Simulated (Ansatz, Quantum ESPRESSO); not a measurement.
## Si3Ag (Fm-3m): zone-centre phonons: relaxing the cell and atoms

Quantum ESPRESSO 7.5; DFT PBE, scalar-relativistic, plane waves, JTH PAW pseudopotentials.

The structure was built from a prototype and need not be the compound's stable phase.

Symmetry: Fm-3m, No. 225, cubic system. Conventional cell: a = 6.208 Å, b = 6.208 Å, c = 6.208 Å, α = 90.00°, β = 90.00°, γ = 90.00°. Nearest to Ag lie 14 Si at 2.69 to 3.10 Å. Si has 8 Si at 2.69 Å and 6 Ag at 3.10 Å nearest. Nearest to Si lie 4 Si at 2.69 Å and 4 Ag at 2.69 Å. Farther neighbours are not listed.

The steps of the relaxation:

| step | energy less that of the first step (eV) | largest force (eV/Å) | pressure (GPa) | volume (Å³) |
| --- | --- | --- | --- | --- |
| 1 | 0.0000 | 0.0000 | 9.45 | 59.81 |
| 2 | -0.1202 | 0.0000 | 3.94 | 62.74 |
| 3 | -0.1510 | 0.0000 | 0.51 | 65.01 |
| 4 | -0.1516 | 0.0000 | 0.04 | 65.36 |
| 5 | -0.1516 | 0.0000 | 0.00 | 65.39 |
| 6 | -0.1516 | 0.0000 | 0.00 | 65.39 |
| 7 | -0.1530 | 0.0000 | 0.00 | 65.39 |

```
conventional cell, symmetrised  before  after  change
                         a (Å)   6.208  6.395  +3.0 %
                         b (Å)   6.208  6.395  +3.0 %
                         c (Å)   6.208  6.395  +3.0 %
              volume (Å³/atom)   14.95  16.35  +9.3 %
```

The relaxed structure:

```cif
data_structure
_symmetry_space_group_name_H-M 'P 1'
_symmetry_Int_Tables_number 1
_cell_length_a 4.5221
_cell_length_b 4.5221
_cell_length_c 4.5221
_cell_angle_alpha 60.000
_cell_angle_beta 60.000
_cell_angle_gamma 60.000
_cell_volume 65.39
loop_
_atom_site_label
_atom_site_type_symbol
_atom_site_fract_x
_atom_site_fract_y
_atom_site_fract_z
_atom_site_occupancy
Ag1 Ag 0.00000 0.00000 0.00000 1
Si2 Si 0.50000 0.50000 0.50000 1
Si3 Si 0.75000 0.75000 0.75000 1
Si4 Si 0.25000 0.25000 0.25000 1
```

The last row of the table of steps is pw.x's closing run on a basis chosen anew for the final cell, so its energy can jump.

Numbers from this step:

```yaml
volume_per_atom: 16.35 Å³
pressure: -0.002 GPa
```

The volume changes by +9.3 % from the cell with which this run began.

Q: Write an input that reproduces this.

The system, level and task follow from the heading and the kind of results. Meshes, cutoffs and thresholds can't be read from the results; these are the ones that the run used.

File relax.in:

```
 &control
    calculation='vc-relax',
    prefix='x',
    outdir='./tmp',
    pseudo_dir='./pseudo',
    tprnfor=.true.,
    tstress=.true.,
    forc_conv_thr=2.0d-05,
    etot_conv_thr=1.0d-07,
    nstep=40,
 /
 &system
    ibrav=0,
    nat=4,
    ntyp=2,
    ecutwfc=48,
    ecutrho=240.0,
    occupations='smearing',
    smearing='mv',
    degauss=0.02,
 /
 &electrons
    conv_thr=1.0d-11,
    mixing_beta=0.7,
    electron_maxstep=100,
 /
 &ions
 /
 &cell
    press_conv_thr=0.2,
 /
ATOMIC_SPECIES
 Ag    107.8682  Ag.upf
 Si     28.0850  Si.upf
CELL_PARAMETERS angstrom
    -3.103914580    0.000000000    3.103914580
     0.000000000    3.103914580    3.103914580
    -3.103914580    3.103914580    0.000000000
ATOMIC_POSITIONS crystal
 Ag     0.000000000   0.000000000   0.000000000
 Si     0.500000000   0.500000000   0.500000000
 Si     0.750000000   0.750000000   0.750000000
 Si     0.250000000   0.250000000   0.250000000
K_POINTS automatic
 8 8 8 0 0 0
```

Started as:

```console
OMP_NUM_THREADS=1 mpirun -n 4 pw.x -nk 4 -in relax.in > relax.out
```

[Host names and launcher messages were left out of these logs when they were recorded.]

[Logs are printed without paths, hosts, clocks, repeated set-up lines and the standing remarks that a program may print on its own settings, such as how far it seeks lower states.]

[Hosts, paths, dates, database ids (printed as entryN), source tags and the programs' standing remarks are cut or masked in the printed files.]
